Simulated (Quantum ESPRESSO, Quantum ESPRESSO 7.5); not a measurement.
# C(111), F on both faces, stepped through the number of bilayers

What law, if any, do the results for C(111), F on both faces follow against the number of bilayers?

Main program and level: Quantum ESPRESSO 7.5; plane-wave DFT, PBE, GBRV ultrasoft pseudopotentials.

## 1. The starting structure

Symmetry: Fd-3m, No. 227, cubic system. The conventional cell has a = 3.570 Å, b = 3.570 Å, c = 3.570 Å, α = 90.00°, β = 90.00°, γ = 90.00°. C has 4 C at 1.55 Å nearest.

Set-up: All atoms relax in a periodic cell with 16 Å of vacuum in the starting cell; runs with a sawtooth field of 0 and 0.1 V/Å and a dipole correction follow on the relaxed atoms, and bands along a path. Fermi-Dirac smearing of 0.002 Ry. The slabs take the lattice constants of the bulk relaxed by the same program.

Members 4, 5, 6 and 7 took the same steps and show in the table alone.

## 2. Relaxing cell and ions of the reference

The bulk crystal is relaxed in cell and atoms; the members are built on its lattice constants.

File ref.vc.in:

```
&control
  prefix = 'ref.vc'
  outdir = './out'
  pseudo_dir = './pseudo'
  nstep = 40
  forc_conv_thr = 0.0003
  calculation = 'vc-relax'
/
&system
  ibrav = 0
  nat = 6
  ntyp = 1
  ecutwfc = 50
  ecutrho = 250
  occupations = 'smearing'
  smearing = 'fd'
  degauss = 0.002
/
&electrons
  conv_thr = 1e-09
  mixing_beta = 0.4
  electron_maxstep = 120
/
&ions
/
&cell
  press_conv_thr = 0.3
/
ATOMIC_SPECIES
  C   12.0110  c_pbe_v1.2.uspp.F.UPF
CELL_PARAMETERS angstrom
  2.52437120883597 0.00000000000000 0.00000000000000
  -1.26218560441799 2.18616959543399 0.00000000000000
  0.00000000000000 0.00000000000000 6.18342138302089
ATOMIC_POSITIONS crystal
  C   0.000000000000 0.000000000000 0.000000000000
  C   0.333333333333 0.666666666667 0.083333333333
  C   0.333333333333 0.666666666667 0.333333333333
  C   0.666666666667 0.333333333333 0.416666666667
  C   0.666666666667 0.333333333333 0.666666666667
  C   0.000000000000 0.000000000000 0.750000000000
K_POINTS automatic
  10 10 4 0 0 0
```

On the command line:

```
$ OMP_NUM_THREADS=1 mpirun -n 4 pw.x -nk 4 -in ref.vc.in > ref.vc.out
```

Log:

```text
Program PWSCF v.7.5 starts
[citation notice left out]

     Parallel version (MPI & OpenMP), running on       4 processor cores
     Number of MPI processes:                 4
     Threads/MPI process:                     1

     MPI processes distributed on     1 nodes
[...]
Current dimensions of program PWSCF are:
     Max number of different atomic species (ntypx) = 10
     Max number of k-points (npk) =  40000
     Max angular momentum in pseudopotentials (lmaxx) =  4
     Found identity + (  0.3333 -0.3333  0.3333) symmetry
     This is a supercell, fractional translations are disabled
     Message from routine setup:
     using ibrav=0 with symmetry is DISCOURAGED, use correct ibrav instead

     K-points division:     npool     =       4
     Subspace diagonalization in iterative solution of the eigenvalue problem:
     a serial algorithm will be used

     G-vector sticks info
     --------------------
     sticks:   dense  smooth     PW     G-vecs:    dense   smooth      PW
     Sum         385     313     97                15263    11045    1889

     Using Slab Decomposition

     bravais-lattice index     =            0
     lattice parameter (alat)  =       4.7704  a.u.
     unit-cell volume          =     230.2833 (a.u.)^3
     number of atoms/cell      =            6
     number of atomic types    =            1
     number of electrons       =        24.00
     number of Kohn-Sham states=           16
     kinetic-energy cutoff     =      50.0000  Ry
     charge density cutoff     =     250.0000  Ry
     scf convergence threshold =      1.0E-09
     mixing beta               =       0.4000
     number of iterations used =            8  plain     mixing
     energy convergence thresh.=      1.0E-04
     force convergence thresh. =      3.0E-04
     press convergence thresh. =      3.0E-01
     Exchange-correlation= SLA  PW   PBE  PBE
                           (   1   4   3   4   0   0   0)
     nstep                     =           40

     celldm(1)=   4.770370  celldm(2)=   0.000000  celldm(3)=   0.000000
     celldm(4)=   0.000000  celldm(5)=   0.000000  celldm(6)=   0.000000

     crystal axes: (cart. coord. in units of alat)
               a(1) = (   1.000000   0.000000   0.000000 )
               a(2) = (  -0.500000   0.866025   0.000000 )
               a(3) = (   0.000000   0.000000   2.449490 )

     reciprocal axes: (cart. coord. in units 2 pi/alat)
               b(1) = (  1.000000  0.577350 -0.000000 )
               b(2) = (  0.000000  1.154701  0.000000 )
               b(3) = (  0.000000 -0.000000  0.408248 )

     PseudoPot. # 1 for C  read from file:
     ./pseudo/c_pbe_v1.2.uspp.F.UPF
     Pseudo is Ultrasoft + core correction, Zval =  4.0
     Generated by new atomic code, or converted to UPF format
     Using radial grid of  721 points,  4 beta functions with:
                l(1) =   0
                l(2) =   0
                l(3) =   1
                l(4) =   1
     Q(r) pseudized with  8 coefficients,  rinner =    1.100   1.100   1.100

     atomic species   valence    mass     pseudopotential
     C                 4.00    12.01100     C ( 1.00)

      6 Sym. Ops. (no inversion) found

   Cartesian axes

     site n.     atom                  positions (alat units)
         1        C      tau(   1) = (   0.0000000   0.0000000   0.0000000  )
         2        C      tau(   2) = (  -0.0000000   0.5773503   0.2041241  )
         3        C      tau(   3) = (  -0.0000000   0.5773503   0.8164966  )
         4        C      tau(   4) = (   0.5000000   0.2886751   1.0206207  )
         5        C      tau(   5) = (   0.5000000   0.2886751   1.6329932  )
         6        C      tau(   6) = (   0.0000000   0.0000000   1.8371173  )

     number of k points=    50  Fermi-Dirac smearing, width (Ry)=  0.0020
                       cart. coord. in units 2pi/alat
        k(    1) = (   0.0000000   0.0000000   0.0000000), wk =   0.0050000
        k(    2) = (   0.0000000   0.0000000   0.1020621), wk =   0.0100000
        k(    3) = (   0.0000000   0.0000000  -0.2041241), wk =   0.0050000
        k(    4) = (   0.0000000   0.1154701   0.0000000), wk =   0.0300000
        k(    5) = (   0.0000000   0.1154701   0.1020621), wk =   0.0300000
        k(    6) = (   0.0000000   0.1154701  -0.2041241), wk =   0.0300000
        k(    7) = (   0.0000000   0.2309401   0.0000000), wk =   0.0300000
        k(    8) = (   0.0000000   0.2309401   0.1020621), wk =   0.0300000
        k(    9) = (   0.0000000   0.2309401  -0.2041241), wk =   0.0300000
        k(   10) = (   0.0000000   0.3464102   0.0000000), wk =   0.0300000
[...]
k(   50) = (  -0.2000000  -0.4618802   0.1020621), wk =   0.0600000

     Dense  grid:    15263 G-vectors     FFT dimensions: (  25,  25,  60)

     Smooth grid:    11045 G-vectors     FFT dimensions: (  24,  24,  54)

     Estimated max dynamical RAM per process >      18.88 MB

     Estimated total dynamical RAM >      64.33 MB

     Initial potential from superposition of free atoms

     starting charge      23.9998, renormalised to      24.0000
     Starting wfcs are   24 randomized atomic wfcs

     total cpu time spent up to now is        1.2 secs

     per-process dynamical memory:    19.5 Mb

     Self-consistent Calculation

     iteration #  1     ecut=    50.00 Ry     beta= 0.40
     Davidson diagonalization with overlap
     ethr =  1.00E-02,  avg # of iterations =  2.5

     total cpu time spent up to now is        1.6 secs

     total energy              =     -68.90708083 Ry
     estimated scf accuracy    <       0.34012841 Ry

     iteration #  2     ecut=    50.00 Ry     beta= 0.40
[...]
total energy              =     -68.87711114 Ry
     estimated scf accuracy    <       0.09003187 Ry

     iteration #  3     ecut=    50.00 Ry     beta= 0.40
[...]
total energy              =     -68.88504770 Ry
     estimated scf accuracy    <       0.00078791 Ry

     iteration #  4     ecut=    50.00 Ry     beta= 0.40
[...]
total energy              =     -68.88537164 Ry
     estimated scf accuracy    <       0.00008244 Ry

     iteration #  5     ecut=    50.00 Ry     beta= 0.40
[...]
total energy              =     -68.88538740 Ry
     estimated scf accuracy    <       0.00000213 Ry

     iteration #  6     ecut=    50.00 Ry     beta= 0.40
[...]
Sum         385     313     97                15335    11045    1937

     Using Slab Decomposition

     bravais-lattice index     =            0
     lattice parameter (alat)  =       4.7704  a.u.
     unit-cell volume          =     230.5809 (a.u.)^3
     number of atoms/cell      =            6
     number of atomic types    =            1
     number of electrons       =        24.00
     number of Kohn-Sham states=           16
     kinetic-energy cutoff     =      50.0000  Ry
     charge density cutoff     =     250.0000  Ry
     scf convergence threshold =      1.0E-09
     mixing beta               =       0.4000
     number of iterations used =            8  plain     mixing
     press convergence thresh. =      3.0E-01
     Exchange-correlation= SLA  PW   PBE  PBE
                           (   1   4   3   4   0   0   0)

     celldm(1)=   4.770370  celldm(2)=   0.000000  celldm(3)=   0.000000
     celldm(4)=   0.000000  celldm(5)=   0.000000  celldm(6)=   0.000000

     crystal axes: (cart. coord. in units of alat)
               a(1) = (   1.000433   0.000000   0.000000 )
               a(2) = (  -0.500216   0.866400   0.000000 )
               a(3) = (  -0.000000  -0.000000   2.450533 )

     reciprocal axes: (cart. coord. in units 2 pi/alat)
               b(1) = (  0.999567  0.577100  0.000000 )
               b(2) = ( -0.000000  1.154201  0.000000 )
               b(3) = (  0.000000 -0.000000  0.408074 )

     PseudoPot. # 1 for C  read from file:
     ./pseudo/c_pbe_v1.2.uspp.F.UPF
     Pseudo is Ultrasoft + core correction, Zval =  4.0
     Generated by new atomic code, or converted to UPF format
     Using radial grid of  721 points,  4 beta functions with:
                l(1) =   0
                l(2) =   0
                l(3) =   1
                l(4) =   1
     Q(r) pseudized with  8 coefficients,  rinner =    1.100   1.100   1.100

     atomic species   valence    mass     pseudopotential
     C                 4.00    12.01100     C ( 1.00)

      6 Sym. Ops. (no inversion) found

   Cartesian axes

     site n.     atom                  positions (alat units)
         1        C      tau(   1) = (  -0.0000000  -0.0000000   0.0000001  )
         2        C      tau(   2) = (  -0.0000000   0.5776002   0.2042111  )
         3        C      tau(   3) = (  -0.0000000   0.5776002   0.8168446  )
         4        C      tau(   4) = (   0.5002164   0.2888001   1.0210555  )
         5        C      tau(   5) = (   0.5002164   0.2888001   1.6336886  )
         6        C      tau(   6) = (  -0.0000000  -0.0000000   1.8378996  )

     number of k points=    50  Fermi-Dirac smearing, width (Ry)=  0.0020
                       cart. coord. in units 2pi/alat
        k(    1) = (   0.0000000   0.0000000   0.0000000), wk =   0.0050000
        k(    2) = (   0.0000000   0.0000000   0.1020186), wk =   0.0100000
        k(    3) = (   0.0000000   0.0000000  -0.2040372), wk =   0.0050000
        k(    4) = (  -0.0000000   0.1154201   0.0000000), wk =   0.0300000
        k(    5) = (  -0.0000000   0.1154201   0.1020186), wk =   0.0300000
        k(    6) = (  -0.0000000   0.1154201  -0.2040372), wk =   0.0300000
        k(    7) = (  -0.0000000   0.2308402   0.0000000), wk =   0.0300000
        k(    8) = (  -0.0000000   0.2308402   0.1020186), wk =   0.0300000
        k(    9) = (  -0.0000000   0.2308402  -0.2040372), wk =   0.0300000
        k(   10) = (  -0.0000000   0.3462603   0.0000000), wk =   0.0300000
[...]
k(   50) = (  -0.1999135  -0.4616804   0.1020186), wk =   0.0600000

     Dense  grid:    15335 G-vectors     FFT dimensions: (  25,  25,  60)

     Smooth grid:    11045 G-vectors     FFT dimensions: (  24,  24,  54)

     Estimated max dynamical RAM per process >      19.05 MB

     Estimated total dynamical RAM >      64.96 MB

     Initial potential from superposition of free atoms

     starting charge      23.9998, renormalised to      24.0000
     Starting wfcs are   24 randomized atomic wfcs

     total cpu time spent up to now is        9.1 secs

     per-process dynamical memory:    19.8 Mb

     Self-consistent Calculation

     iteration #  1     ecut=    50.00 Ry     beta= 0.40
     Davidson diagonalization with overlap
     c_bands:  1 eigenvalues not converged
     c_bands:  1 eigenvalues not converged
     ethr =  1.00E-06,  avg # of iterations = 16.1

     total cpu time spent up to now is       10.1 secs

     total energy              =     -68.90423228 Ry
     estimated scf accuracy    <       0.34924437 Ry

[...]
iteration #  7     ecut=    50.00 Ry     beta= 0.40
[...]
End of self-consistent calculation

          k = 0.0000 0.0000 0.0000 (  1395 PWs)   bands (ev):

    -8.1258  -5.1214  -5.1214   3.9402   3.9402  10.9619  10.9619  10.9619
    10.9619  13.2725  13.2725  13.2725  18.8538  18.8538  18.8540  21.5337

          k = 0.0000 0.0000 0.1020 (  1412 PWs)   bands (ev):

    -7.9342  -6.4171  -3.5502   1.4441   6.7084  10.6038  10.6038  11.5337
    11.5337  12.0524  12.9515  12.9515  19.2745  19.2745  19.5648  21.0446

          k = 0.0000 0.0000-0.2040 (  1406 PWs)   bands (ev):

    -7.3619  -7.3619  -2.3752  -0.0454   9.5326   9.5326  10.4826  10.4826
    12.2538  12.2538  12.2538  12.2538  20.1896  20.1896  20.1896  20.1896

          k =-0.0000 0.1154 0.0000 (  1379 PWs)   bands (ev):

    -7.8806  -4.8858  -4.8848   4.1069   4.1176   9.3892  10.0511  10.4814
    11.1351  11.8860  12.6313  12.9803  19.0536  19.6583  19.7817  20.5718

          k =-0.0000 0.1154 0.1020 (  1388 PWs)   bands (ev):

    -7.6895  -6.1761  -3.3230   1.6527   6.8135   9.2774  10.4462  10.5095
    11.0862  11.2308  12.0268  12.9359  19.3607  19.8755  19.9777  20.2922

          k =-0.0000 0.1154-0.2040 (  1388 PWs)   bands (ev):

    -7.1186  -7.1184  -2.1585   0.1788   9.4421   9.4924   9.5224  10.0942
    10.4887  11.0891  11.9406  12.5961  19.0055  19.8847  21.0668  21.2683

[...]
the Fermi energy is    16.8245 ev

!    total energy              =     -68.88539481 Ry
     estimated scf accuracy    <          4.2E-10 Ry
     smearing contrib. (-TS)   =      -0.00000000 Ry
     internal energy E=F+TS    =     -68.88539481 Ry

     The total energy is F=E-TS. E is the sum of the following terms:
     one-electron contribution =      24.01929947 Ry
     hartree contribution      =       5.81191817 Ry
     xc contribution           =     -22.09560010 Ry
     ewald contribution        =     -76.62101235 Ry

     convergence has been achieved in   7 iterations

     Forces acting on atoms (cartesian axes, Ry/au):

     atom    1 type  1   force =    -0.00000000    0.00000000    0.00000145
     atom    2 type  1   force =    -0.00000000    0.00000000    0.00000009
     atom    3 type  1   force =     0.00000000   -0.00000000    0.00000006
     atom    4 type  1   force =     0.00000000   -0.00000000   -0.00000190
     atom    5 type  1   force =     0.00000000    0.00000000    0.00000051
     atom    6 type  1   force =     0.00000000    0.00000000   -0.00000021

     Total force =     0.000002     Total SCF correction =     0.000017
     SCF correction compared to forces is large: reduce conv_thr to get better values

     Computing stress (Cartesian axis) and pressure

          total   stress  (Ry/bohr**3)                   (kbar)     P=        0.00
   0.00000007   0.00000000   0.00000000            0.01        0.00        0.00
   0.00000000   0.00000007  -0.00000000            0.00        0.01       -0.00
   0.00000000   0.00000000  -0.00000013            0.00        0.00       -0.02

[...]
=------------------------------------------------------------------------------=
   JOB DONE.
=------------------------------------------------------------------------------=
```

Run time: 13 s. Hardware: 4 MPI ranks of AMD EPYC 7R43, shared host; peak memory 0.26 GiB; 51 s of CPU time.

Little changed from the start: no atom moved by 0.005 Å and no cell edge by 0.1 %.

 The last row is no step: it is a fresh SCF in the final cell with a new plane-wave basis, -0 meV from the row before.

Read from the output:

| Quantity | Value |
| --- | --- |
| free energy | -937.2335 eV |
| Fermi energy | 16.82 eV |

(Continued in part 2 of 9.)

[Logs are printed without paths, hosts, clocks, repeated set-up lines and the standing remarks that a program may print on its own settings, such as how far it seeks lower states.]

[Hosts, paths, dates, database ids (printed as entryN), source tags and the programs' standing remarks are cut or masked in the printed files.]

[Maps of the electrostatic potential energy from Ansatz leave out the sawtooth potential of an applied field or a dipole correction, so their vacuum need not be flat; planar profiles and work functions include it.]
